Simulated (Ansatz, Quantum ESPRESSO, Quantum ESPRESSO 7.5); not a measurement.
**Band offsets of the GaP/Si(110) superlattice, 5 + 5 layers, a = 5.38 Å**

How do the band edges meet in the GaP/Si(110) superlattice, 5 + 5 layers, a = 5.38 Å?

Calculated with Quantum ESPRESSO 7.5; plane-wave DFT, LDA, GBRV ultrasoft pseudopotentials (cross-check by Ansatz 0.2.0 with PAW datasets).

Most raw output is cut from this account.

### 1. Set-up

The cell holds 20 atoms: 5 Ga, 5 P and 10 Si. Cell: a = 5.380 Å, b = 3.804 Å, c = 19.021 Å, α = 90.0°, β = 90.0°, γ = 90.0°. Regions: GaP, 10 atoms (5 Ga and 5 P); Si, 10 atoms (10 Si). The structure's axis is c.

### 2. The superlattice in Ansatz, atoms held

The atoms stay on the ideal cubic sites, so that each half of the superlattice is the very crystal whose bulk edges are computed below.

The input, input.yaml:

```yaml
crystal:
  lattice:
    - [5.38, 0.0, 0.0]
    - [0.0, 3.8042344828, 0.0]
    - [0.0, 0.0, 19.0211724139]
  atoms:
    - { symbol: Ga, position: [0.0, 0.0, 0.0] }
    - { symbol: P, position: [0.25, 0.5, 0.0] }
    - { symbol: Ga, position: [0.5, 0.5, 0.1] }
    - { symbol: P, position: [0.75, 0.0, 0.1] }
    - { symbol: Ga, position: [0.0, 0.0, 0.2] }
    - { symbol: P, position: [0.25, 0.5, 0.2] }
    - { symbol: Ga, position: [0.5, 0.5, 0.3] }
    - { symbol: P, position: [0.75, 0.0, 0.3] }
    - { symbol: Ga, position: [0.0, 0.0, 0.4] }
    - { symbol: P, position: [0.25, 0.5, 0.4] }
    - { symbol: Si, position: [0.5, 0.5, 0.5] }
    - { symbol: Si, position: [0.75, 0.0, 0.5] }
    - { symbol: Si, position: [0.0, 0.0, 0.6] }
    - { symbol: Si, position: [0.25, 0.5, 0.6] }
    - { symbol: Si, position: [0.5, 0.5, 0.7] }
    - { symbol: Si, position: [0.75, 0.0, 0.7] }
    - { symbol: Si, position: [0.0, 0.0, 0.8] }
    - { symbol: Si, position: [0.25, 0.5, 0.8] }
    - { symbol: Si, position: [0.5, 0.5, 0.9] }
    - { symbol: Si, position: [0.75, 0.0, 0.9] }
kpoints:
  mp_grid: { grid: [6, 8, 1] }
hamiltonian:
  xc: lda
scf:
  occupations: { method: fermi_dirac, width: 0.02 }
  convergence: { dr2_threshold: 1.0e-08 }
output:
  eigenvalues: true
  write_potential: true
  write_density: true
  volumetric_format: npy
checkpoint:
  write: relax.run
  compress: false
  write_wavefunctions: false
```

The run is started by

```sh
$ ansatz run input.yaml --threads 4 --pin off --max-ram 8192MiB --backend cpu --events-out ev --progress --plain --runs-dir out
```

Wall time 25 s (4 threads of Arm Neoverse V1, shared host); peak memory 1.3 GiB; 95 s of CPU time.

Numbers from this step:

```
free energy         : -28254.8322 eV
Fermi energy        : 7.347 eV
gap by band count   : 0.5608 eV
symmetry operations : 4
```

### 3. SCF with pw.x of bulk GaP

Each bulk is run alone at the common lattice constant, to place its band edges against its own mean potential.

Level of this step: plane-wave DFT, LDA, GBRV ultrasoft pseudopotentials (Quantum ESPRESSO 7.5).

System of this step: GaP, zinc blende at a = 5.38 Å. The structure is cubic, space group F-43m (No. 216). The conventional cell has a = 5.380 Å, b = 5.380 Å, c = 5.380 Å, α = 90.00°, β = 90.00°, γ = 90.00°. Ga has 4 P at 2.33 Å nearest. Nearest to P lie 4 Ga at 2.33 Å. Farther neighbours are not listed.

The input, a.in:

```
&control
  prefix = 'a'
  outdir = './out'
  pseudo_dir = './pseudo'
  calculation = 'scf'
  tprnfor = .true.
/
&system
  ibrav = 0
  nat = 4
  ntyp = 2
  ecutwfc = 40
  ecutrho = 200
  occupations = 'smearing'
  smearing = 'fd'
  degauss = 0.002
/
&electrons
  conv_thr = 1e-07
  mixing_beta = 0.5
  electron_maxstep = 120
/
ATOMIC_SPECIES
  Ga  69.7230  ga_lda_v1.4.uspp.F.UPF
  P   30.9738  p_lda_v1.5.uspp.F.UPF
CELL_PARAMETERS angstrom
  5.38000000000000 0.00000000000000 0.00000000000000
  0.00000000000000 3.80423448278363 0.00000000000000
  0.00000000000000 0.00000000000000 3.80423448278363
ATOMIC_POSITIONS crystal
  Ga  0.000000000000 0.000000000000 0.000000000000
  P   0.250000000000 0.500000000000 0.000000000000
  Ga  0.500000000000 0.500000000000 0.500000000000
  P   0.750000000000 0.000000000000 0.500000000000
K_POINTS automatic
  6 8 8 0 0 0
```

The run is started by

```sh
$ OMP_NUM_THREADS=1 mpirun -n 4 pw.x -nk 4 -in a.in > a.out
```

The job ended after 19 s (4 MPI ranks; peak memory 0.36 GiB).

Numbers from this step:

- free energy: -11717.0428 eV
- Fermi energy: 8.752 eV

The run needed 9 iterations to bring the estimated error under 1e-07 Ry.

### 4. Band structure of bulk GaP

The density is frozen and the levels are solved along a path.

a.bands.in, as its differences from the input of step 3:

```diff
@@ -1,7 +1,6 @@
 &control
-  prefix = 'a'
+  prefix = 'a.bands'
   outdir = './out'
   pseudo_dir = './pseudo'
-  calculation = 'scf'
-  tprnfor = .true.
+  calculation = 'bands'
 /
@@ -16,2 +15,3 @@
   degauss = 0.002
+  nbnd = 32
 /
@@ -34,3 +34,9 @@
   P   0.750000000000 0.000000000000 0.500000000000
-K_POINTS automatic
-  6 8 8 0 0 0
+K_POINTS crystal_b
+6
+  0.0000000000 0.0000000000 0.0000000000 20
+  1.0000000000 0.0000000000 0.0000000000 1
+  0.0000000000 0.0000000000 0.0000000000 20
+  0.5000000000 0.0000000000 0.5000000000 1
+  0.0000000000 0.0000000000 0.0000000000 20
+  0.0000000000 0.5000000000 0.5000000000 1
```

The run is started by

```sh
$ cp -r out/a.save out/a.bands.save
$ cp out/a.xml out/a.bands.xml
$ OMP_NUM_THREADS=1 mpirun -n 4 pw.x -nk 4 -in a.bands.in > a.bands.out
```

Run time: 29 s. Hardware: 4 MPI ranks; peak memory 0.28 GiB; 1.9 min of CPU time.

Read from the output:

* valence top, on the run's zero: 8.007 eV
* conduction bottom, on the run's zero: 9.379 eV
* gap by band count: 1.372 eV

Band numbers count within the set of bands kept for display; the cell holds two formula units, so the X point along 001 folds onto the zone centre. Electronic bands along the path, in eV, zero at the Fermi level, which the smearing puts inside the gap; v1 is the highest filled band, c1 the lowest empty one:

| point | v4 | v3 | v2 | v1 | c1 | c2 | c3 | c4 |
| --- | --- | --- | --- | --- | --- | --- | --- | --- |
| L | -1.93 | -1.93 | -1.93 | -1.93 | 0.87 | 0.87 | 3.87 | 3.87 |
| halfway | -4.19 | -2.91 | -1.45 | -1.45 | 1.38 | 1.56 | 3.92 | 3.92 |
| Γ | -3.59 | -0.74 | -0.74 | -0.74 | 0.68 | 0.89 | 1.18 | 3.03 |
| halfway | -4.50 | -4.41 | -2.54 | -2.54 | 1.26 | 2.91 | 3.86 | 4.18 |
| X | -3.59 | -3.59 | -3.59 | -3.59 | 0.68 | 0.68 | 0.89 | 0.89 |

### 5. Potential by pp.x of bulk GaP

plot_num = 11 writes the bare and Hartree potential, whose mean serves as the common reference.

The input, a.pot.in:

```
&inputpp
  prefix = 'a'
  outdir = './out'
  filplot = 'a.pot.dat'
  plot_num = 11
/
```

The run is started by

```sh
$ OMP_NUM_THREADS=1 mpirun -n 4 pp.x -in a.pot.in > a.pot.out
```

Wall time 0.85 s (4 MPI ranks); peak memory 0.09 GiB.

Electrostatic potential energy of an electron; zero at the Fermi level, which the smearing puts inside the gap. Table of potential energy, planar mean by z:

z (Å), potential energy, planar mean (eV) and a bar from the least value:
```
     0.00      -10.8 
     0.11      -10.5 #
     0.21       -9.6 ####
     0.32       -8.2 ########
     0.42       -6.4 #############
     0.53       -4.6 ###################
     0.63       -3.0 #######################
     0.74       -1.8 ###########################
     0.85       -1.0 #############################
     0.95       -0.8 ##############################
     1.06       -1.0 #############################
     1.16       -1.8 ###########################
     1.27       -3.0 #######################
     1.37       -4.6 ###################
     1.48       -6.4 #############
     1.59       -8.2 ########
     1.69       -9.6 ####
     1.80      -10.5 #
     1.90      -10.8 
     2.01      -10.5 #
     2.11       -9.6 ####
     2.22       -8.2 ########
     2.32       -6.4 #############
     2.43       -4.6 ###################
     2.54       -3.0 #######################
     2.64       -1.8 ###########################
     2.75       -1.0 #############################
     2.85       -0.8 ##############################
     2.96       -1.0 #############################
     3.06       -1.8 ###########################
     3.17       -3.0 #######################
     3.28       -4.6 ###################
     3.38       -6.4 #############
     3.49       -8.2 ########
     3.59       -9.6 ####
     3.70      -10.5 #
```

### 6. Planar and running averages of bulk GaP

A running mean over one period damps the atomic wiggles and leaves the mean of this pseudopotential's potential.

The input, a.avg.in:

```
1
a.pot.dat
1.0
40
3
7.1889612863
```

The run is started by

```sh
$ OMP_NUM_THREADS=1 average.x < a.avg.in > a.avg.out
```

Run time: 0.48 s. Hardware: 1 MPI rank; peak memory 0.09 GiB.

This step gave:

- average.x's running mean over the crystal, on the run's own zero: 3.109 eV
- mean potential by an exact Fourier window over the crystal, on the run's own zero: 3.109 eV

Electrostatic potential energy of an electron; zero at the Fermi level, which the smearing puts inside the gap; window 3.8042 Å. The potential energy, running mean stays at -5.64 eV for z from 0 to 3.71 Å.

### 7. Self-consistent run of bulk Si

System of this step: Si, diamond at a = 5.38 Å. Symmetry: Fd-3m, No. 227, cubic system. Conventional cell: a = 5.380 Å, b = 5.380 Å, c = 5.380 Å, α = 90.00°, β = 90.00°, γ = 90.00°. Si has 4 Si at 2.33 Å nearest.

The input, b.in:

```
&control
  prefix = 'b'
  outdir = './out'
  pseudo_dir = './pseudo'
  calculation = 'scf'
  tprnfor = .true.
/
&system
  ibrav = 0
  nat = 4
  ntyp = 1
  ecutwfc = 40
  ecutrho = 200
  occupations = 'smearing'
  smearing = 'fd'
  degauss = 0.002
/
&electrons
  conv_thr = 1e-07
  mixing_beta = 0.5
  electron_maxstep = 120
/
ATOMIC_SPECIES
  Si  28.0850  si_lda_v1.uspp.F.UPF
CELL_PARAMETERS angstrom
  5.38000000000000 0.00000000000000 0.00000000000000
  0.00000000000000 3.80423448278363 0.00000000000000
  0.00000000000000 0.00000000000000 3.80423448278363
ATOMIC_POSITIONS crystal
  Si  0.000000000000 0.000000000000 0.000000000000
  Si  0.250000000000 0.500000000000 0.000000000000
  Si  0.500000000000 0.500000000000 0.500000000000
  Si  0.750000000000 0.000000000000 0.500000000000
K_POINTS automatic
  6 8 8 0 0 0
```

The run is started by

```sh
$ OMP_NUM_THREADS=1 mpirun -n 4 pw.x -nk 4 -in b.in > b.out
```

The job ended after 7.2 s (4 MPI ranks; peak memory 0.31 GiB).

Read from the output:

* free energy: -524.1025 eV
* Fermi energy: 6.520 eV

### 8. Band structure of bulk Si

b.bands.in, as its differences from the input of step 7:

```diff
@@ -1,7 +1,6 @@
 &control
-  prefix = 'b'
+  prefix = 'b.bands'
   outdir = './out'
   pseudo_dir = './pseudo'
-  calculation = 'scf'
-  tprnfor = .true.
+  calculation = 'bands'
 /
@@ -16,2 +15,3 @@
   degauss = 0.002
+  nbnd = 16
 /
@@ -33,3 +33,9 @@
   Si  0.750000000000 0.000000000000 0.500000000000
-K_POINTS automatic
-  6 8 8 0 0 0
+K_POINTS crystal_b
+6
+  0.0000000000 0.0000000000 0.0000000000 20
+  1.0000000000 0.0000000000 0.0000000000 1
+  0.0000000000 0.0000000000 0.0000000000 20
+  0.5000000000 0.0000000000 0.5000000000 1
+  0.0000000000 0.0000000000 0.0000000000 20
+  0.0000000000 0.5000000000 0.5000000000 1
```

The run is started by

```sh
$ cp -r out/b.save out/b.bands.save
$ cp out/b.xml out/b.bands.xml
$ OMP_NUM_THREADS=1 mpirun -n 4 pw.x -nk 4 -in b.bands.in > b.bands.out
```

Wall time 8.5 s (4 MPI ranks); peak memory 0.22 GiB.

Numbers from this step:

| Property | Result |
| --- | --- |
| valence top, on the run's zero | 6.304 eV |
| conduction bottom, on the run's zero | 6.729 eV |
| gap by band count | 0.4247 eV |

Band numbers count within the set of bands kept for display; the cell holds two formula units, so the X point along 001 folds onto the zone centre. The electronic bands at the labelled points (eV, zero at the Fermi level, which the smearing puts inside the gap; v1 is the highest filled band, c1 the lowest empty one):

| point | v4 | v3 | v2 | v1 | c1 | c2 | c3 | c4 |
| --- | --- | --- | --- | --- | --- | --- | --- | --- |
| L | -1.44 | -1.44 | -1.44 | -1.44 | 1.31 | 1.31 | 3.07 | 3.07 |
| halfway | -3.87 | -2.48 | -0.99 | -0.99 | 1.19 | 1.80 | 3.27 | 3.28 |
| Γ | -3.14 | -0.22 | -0.22 | -0.22 | 0.34 | 0.34 | 2.32 | 2.32 |
| halfway | -4.21 | -3.74 | -2.16 | -2.16 | 0.81 | 2.82 | 3.97 | 3.97 |
| X | -3.14 | -3.14 | -3.14 | -3.14 | 0.34 | 0.34 | 0.34 | 0.34 |

### 9. Electrostatic potential of bulk Si

The input, b.pot.in:

```
&inputpp
  prefix = 'b'
  outdir = './out'
  filplot = 'b.pot.dat'
  plot_num = 11
/
```

The run is started by

```sh
$ OMP_NUM_THREADS=1 mpirun -n 4 pp.x -in b.pot.in > b.pot.out
```

Run time: 0.72 s. Hardware: 4 MPI ranks; peak memory 0.09 GiB; 2.6 s of CPU time.

### 10. Planar and running averages of bulk Si

The input, b.avg.in:

```
1
b.pot.dat
1.0
40
3
7.1889612863
```

The run is started by

```sh
$ OMP_NUM_THREADS=1 average.x < b.avg.in > b.avg.out
```

Elapsed: 0.48 s, on 1 MPI rank; peak memory 0.09 GiB.

Read from the output:

| Quantity | Value |
| --- | --- |
| average.x's running mean over the crystal, on the run's own zero | 1.289 eV |
| mean potential by an exact Fourier window over the crystal, on the run's own zero | 1.289 eV |

### 11. Self-consistent run of the superlattice

The superlattice gives the step of the mean potential between the two crystals; (110) layers are neutral, so no field builds up.

System of this step: GaP/Si(110) superlattice, 5 + 5 layers, a = 5.38 Å. The cell holds 20 atoms: 5 Ga, 5 P and 10 Si. Cell: a = 5.380 Å, b = 3.804 Å, c = 19.021 Å, α = 90.0°, β = 90.0°, γ = 90.0°. Regions: GaP, 10 atoms (5 Ga and 5 P); Si, 10 atoms (10 Si). The structure's axis is c.

The input, ab.in:

```
&control
  prefix = 'ab'
  outdir = './out'
  pseudo_dir = './pseudo'
  calculation = 'scf'
  tprnfor = .true.
/
&system
  ibrav = 0
  nat = 20
  ntyp = 3
  ecutwfc = 40
  ecutrho = 200
  occupations = 'smearing'
  smearing = 'fd'
  degauss = 0.002
/
&electrons
  conv_thr = 1e-07
  mixing_beta = 0.5
  electron_maxstep = 120
/
ATOMIC_SPECIES
  Ga  69.7230  ga_lda_v1.4.uspp.F.UPF
  P   30.9738  p_lda_v1.5.uspp.F.UPF
  Si  28.0850  si_lda_v1.uspp.F.UPF
CELL_PARAMETERS angstrom
  5.38000000000000 0.00000000000000 0.00000000000000
  0.00000000000000 3.80423448280000 0.00000000000000
  0.00000000000000 0.00000000000000 19.02117241390000
ATOMIC_POSITIONS crystal
  Ga  0.000000000000 0.000000000000 0.000000000000
  P   0.250000000000 0.500000000000 0.000000000000
  Ga  0.500000000000 0.500000000000 0.100000000000
  P   0.750000000000 0.000000000000 0.100000000000
  Ga  0.000000000000 0.000000000000 0.200000000000
  P   0.250000000000 0.500000000000 0.200000000000
  Ga  0.500000000000 0.500000000000 0.300000000000
  P   0.750000000000 0.000000000000 0.300000000000
  Ga  0.000000000000 0.000000000000 0.400000000000
  P   0.250000000000 0.500000000000 0.400000000000
  Si  0.500000000000 0.500000000000 0.500000000000
  Si  0.750000000000 0.000000000000 0.500000000000
  Si  0.000000000000 0.000000000000 0.600000000000
  Si  0.250000000000 0.500000000000 0.600000000000
  Si  0.500000000000 0.500000000000 0.700000000000
  Si  0.750000000000 0.000000000000 0.700000000000
  Si  0.000000000000 0.000000000000 0.800000000000
  Si  0.250000000000 0.500000000000 0.800000000000
  Si  0.500000000000 0.500000000000 0.900000000000
  Si  0.750000000000 0.000000000000 0.900000000000
K_POINTS automatic
  6 8 1 0 0 0
```

The run is started by

```sh
$ OMP_NUM_THREADS=1 mpirun -n 4 pw.x -nk 2 -in ab.in > ab.out
```

Wall time 11 min (4 MPI ranks); peak memory 1.2 GiB.

Read from the output:

```
free energy  : -30602.3918 eV
Fermi energy : 7.654 eV
```

The program's own clock; routines nest. Time by routine:

| routine | wall time (s) | calls |
| --- | --- | --- |
| PWSCF | 683.5 | 1 |
| electrons | 672 | 1 |
| c_bands | 608.8 | 25 |
| cegterg | 583.3 | 260 |
| h_psi | 332.4 | 1678 |
| fftw | 200.6 | 202232 |
| vloc_psi | 190.5 | 1678 |
| calbec | 91.73 | 1968 |
| h_psi:calbec | 70.38 | 1678 |
| add_vuspsi | 69.44 | 1678 |
| s_psi | 69.31 | 1678 |
| sum_band | 54.56 | 25 |
| cdiaghg | 19.28 | 1668 |
| newd | 8.42 | 26 |

The run needed 25 iterations to bring the estimated error under 1e-07 Ry; the largest force on any atom, held or free, is 0.59 eV/Å.

### 12. Electrostatic potential of the superlattice

The input, ab.pot.in:

```
&inputpp
  prefix = 'ab'
  outdir = './out'
  filplot = 'ab.pot.dat'
  plot_num = 11
/
```

The run is started by

```sh
$ OMP_NUM_THREADS=1 mpirun -n 4 pp.x -in ab.pot.in > ab.pot.out
```

Run time: 1.4 s. Hardware: 4 MPI ranks; peak memory 0.14 GiB.

Electrostatic potential energy in the ca plane at fractional y = 0.000, with atoms of Ga and P and Si within 0.2 Å of it. With pseudopotentials it is smooth inside the atoms' cores, unlike the true potential.

Ten even steps from '0' (-70 eV) to '9' (3 eV), each cell a mean:
```
47988986312689889841147988887202688889841147
78854688656886457875578755688656887557875578
98500178988972004898898510378888873015898898
98500069999971003899998500269999972004899998
99721489999985126899999732489999985236899999
99987899999998788999999887899999998778999999
99999999999999999999999999999999999999999999
99999999999999999999999999999999999999999999
99999999999999999999999999999999999999999999
99999999999999999999999999999999999999999999
99999999999999999999999999999999999999999999
89999999877899999987789999999777899999987789
58999997423799999853358999997423799999863258
37999986211589999831137999986101589999730037
```
Columns run along c (16.0 Å, from fractional 0.03 to 0.87 of the cell; values clipped at the 3rd and 97th percentile), rows up along a (5.4 Å). Atoms in or near the plane, at fractional coordinates: P at (0.10, 0.75), Ga at (0.20, 0.00), P at (0.30, 0.75), Ga at (0.40, 0.00), Si at (0.50, 0.75), Si at (0.60, 0.00), Si at (0.70, 0.75), Si at (0.80, 0.00).

### 13. Macroscopic average of the superlattice

The input, ab.avg.in:

```
1
ab.pot.dat
1.0
200
3
7.1889612863
```

The run is started by

```sh
$ OMP_NUM_THREADS=1 average.x < ab.avg.in > ab.avg.out
```

Run time: 0.55 s. Hardware: 1 MPI rank; peak memory 0.11 GiB.

Read from the output:

```
average.x's running mean in the GaP layers, on the run's own zero                  : 2.118 eV
slope of the running mean in the GaP layers                                        : -2.06e-4 eV/Å
mean potential by an exact Fourier window in the GaP layers, on the run's own zero : 2.118 eV
average.x's running mean in the Si layers, on the run's own zero                   : 2.279 eV
slope of the running mean in the Si layers                                         : 6.21e-5 eV/Å
mean potential by an exact Fourier window in the Si layers, on the run's own zero  : 2.279 eV
```

Electrostatic potential energy of an electron; zero at the Fermi level; window 3.8042 Å. Potential energy, running mean against z:

| z (Å) | potential energy, running mean (eV) |
| --- | --- |
| 0.0 | -5.50 |
| 0.5 | -5.56 |
| 1.0 | -5.55 |
| 1.5 | -5.54 |
| 2.0 | -5.54 |
| 2.5 | -5.54 |
| 3.0 | -5.54 |
| 3.5 | -5.53 |
| 4.0 | -5.53 |
| 4.5 | -5.54 |
| 5.0 | -5.54 |
| 5.5 | -5.54 |
| 6.0 | -5.54 |
| 6.5 | -5.54 |
| 7.0 | -5.57 |
| 7.5 | -5.52 |
| 8.0 | -5.43 |
| 8.5 | -5.45 |
| 9.0 | -5.48 |
| 9.5 | -5.41 |
| 10.0 | -5.34 |
| 10.5 | -5.36 |
| 11.0 | -5.37 |
| 11.5 | -5.37 |
| 12.0 | -5.38 |
| 12.5 | -5.38 |
| 13.0 | -5.38 |
| 13.5 | -5.38 |
| 14.0 | -5.38 |
| 14.5 | -5.38 |
| 15.0 | -5.37 |
| 15.5 | -5.37 |
| 16.0 | -5.37 |
| 16.5 | -5.34 |
| 17.0 | -5.39 |
| 17.5 | -5.47 |
| 18.0 | -5.46 |
| 18.5 | -5.43 |

[end of part 1 of 2]

[Logs are printed without paths, hosts, clocks, repeated set-up lines and the standing remarks that a program may print on its own settings, such as how far it seeks lower states.]

[Hosts, paths, dates, database ids (printed as entryN), source tags and the programs' standing remarks are cut or masked in the printed files.]

[Maps of the electrostatic potential energy from Ansatz leave out the sawtooth potential of an applied field or a dipole correction, so their vacuum need not be flat; planar profiles and work functions include it.]
